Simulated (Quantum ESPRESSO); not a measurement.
## Moments of Fe3Ni5 from a parallel start: start 1: ferro ++++++++

Quantum ESPRESSO 7.5; PBE; plane waves with GBRV 1.5 PBE potentials, no spin-orbit coupling.

Symmetry: Pmmm, No. 47, orthorhombic system. Conventional cell: a = 3.553 Å, b = 3.553 Å, c = 7.105 Å, α = 90.00°, β = 90.00°, γ = 90.00°. Nearest to Fe lie 10 Ni at 2.51 Å and 2 Fe at 2.51 Å. Nearest to Ni lie 6 Ni at 2.51 Å and 6 Fe at 2.51 Å. Fe has 8 Ni at 2.51 Å and 4 Fe at 2.51 Å nearest. Nearest to Ni lie 4 Ni at 2.51 Å and 8 Fe at 2.51 Å. Ni has 8 Ni at 2.51 Å and 4 Fe at 2.51 Å nearest. Nearest to Ni lie 4 Fe at 2.51 Å and 8 Ni at 2.51 Å. Farther neighbours are not listed.

Spin moment in the atom's sphere by atom:

```
atom  spin moment in the atom's sphere (μB)
 Fe1                                   2.82
 Ni2                                   0.71
 Fe3                                   2.64
 Ni4                                   0.70
 Fe5                                   2.82
 Ni6                                   0.71
 Ni7                                   0.71
 Ni8                                   0.71
```

Numbers from this step:

- smearing term TS: 0.04466 eV
- magnetization: 11.47 μB
- absolute magnetization: 12.60 μB
- final state: ferromagnetic

Spin density in the ac plane at fractional y = 0.000, with atoms of Fe and Ni within 0.2 Å of it.

Ten even steps from '_' (0.0 e/Å³) to '@' (6.0 e/Å³), each cell a mean:
```
##==..__________________..++
::..______________________..
____________________________
____________________________
____________....____________
____________::--::__________
____________..::..__________
____________________________
____________________________
..__________________________
**--..__________________..==
@@**::__________________--##
##==..__________________..++
::..______________________..
____________________________
______________..____________
__________..--++--..________
__________::##@@**::________
__________..==##--..________
____________..::..__________
____________________________
..__________________________
**--..__________________..==
@@**::__________________--##
```
Columns run along a (3.6 Å), rows up along c (7.1 Å). Atoms in or near the plane, at fractional coordinates: Fe at (0.00, 0.00), Fe at (0.50, 0.25), Fe at (0.00, 0.50), Ni at (0.50, 0.75).

Valence density in the ac plane at fractional y = 0.000, with atoms of Fe and Ni within 0.2 Å of it. It is the smooth field of the valence electrons, not physical close to the nuclei.

Ten even steps from '_' (0 e/Å³) to '@' (37 e/Å³), each cell a mean:
```
++==..__________________..==
....______________________..
____________________________
____________________________
__________..==**--..________
__________::%%@@##::________
__________..++%%++..________
____________..::..__________
____________________________
____________________________
==--____________________..--
++++..__________________::++
++--..__________________..==
....______________________..
____________________________
____________________________
__________..--==--__________
__________::++++++..________
__________..==++==..________
____________......__________
____________________________
____________________________
==--____________________..--
++++..__________________::++
```
Columns run along a (3.6 Å), rows up along c (7.1 Å). Atoms in or near the plane, at fractional coordinates: Fe at (0.00, 0.00), Fe at (0.50, 0.25), Fe at (0.00, 0.50), Ni at (0.50, 0.75).

What was run to get this?

The system, level and task follow from the heading and the kind of results. Meshes, cutoffs and thresholds can't be read from the results; these are the ones that the run used.

The signs are those of the starting moments on the seeded atoms, the atoms that are given a moment.

pw.in reads:

```
&CONTROL
  calculation = 'scf'
  prefix = 'pwscf'
  outdir = './tmp'
  pseudo_dir = './pseudo'
  disk_io = 'nowf'
/
&SYSTEM
  ibrav = 0
  celldm(1) = 8
  nat = 8
  ntyp = 2
  ecutwfc = 40
  ecutrho = 280
  nbnd = 90
  occupations = 'smearing'
  smearing = 'fd'
  degauss = 0.00367493
  nspin = 2
  starting_magnetization(1) = 0.1562
  starting_magnetization(2) = 0.0389
/
&ELECTRONS
  conv_thr = 1.6d-08
  electron_maxstep = 150
  mixing_beta = 0.3
/
ATOMIC_SPECIES
Fe     55.8450 fe_pbe_v1.5.uspp.F.UPF
Ni     58.6934 ni_pbe_v1.4.uspp.F.UPF
CELL_PARAMETERS alat
   0.8391565072166    0.0000000000000    0.0000000000000
   0.0000000000000    0.8391565072166    0.0000000000000
   0.0000000000000    0.0000000000000    1.6783130144333
ATOMIC_POSITIONS crystal
Fe      0.0000000000    0.0000000000    0.0000000000
Ni      0.5000000000    0.5000000000    0.0000000000
Fe      0.5000000000    0.0000000000    0.2500000000
Ni      0.0000000000    0.5000000000    0.2500000000
Fe      0.0000000000    0.0000000000    0.5000000000
Ni      0.5000000000    0.5000000000    0.5000000000
Ni      0.5000000000    0.0000000000    0.7500000000
Ni      0.0000000000    0.5000000000    0.7500000000
K_POINTS automatic
9 9 5 0 0 0
```

Command:

```sh
OMP_NUM_THREADS=1 mpirun -n 4 pw.x -nk 4 -in pw.in > pw.out
```

[Logs and program files are shortened in this print: banners, set-up blocks, solver, clock and traceback lines can be left out without a mark of their own.]

[Logs are printed without paths, hosts, clocks, repeated set-up lines and the standing remarks that a program may print on its own settings, such as how far it seeks lower states.]

[Hosts, paths, dates, database ids (printed as entryN), source tags and the programs' standing remarks are cut or masked in the printed files.]

[Where a cell is said to come from a database of computed structures, the database is the Materials Project.]
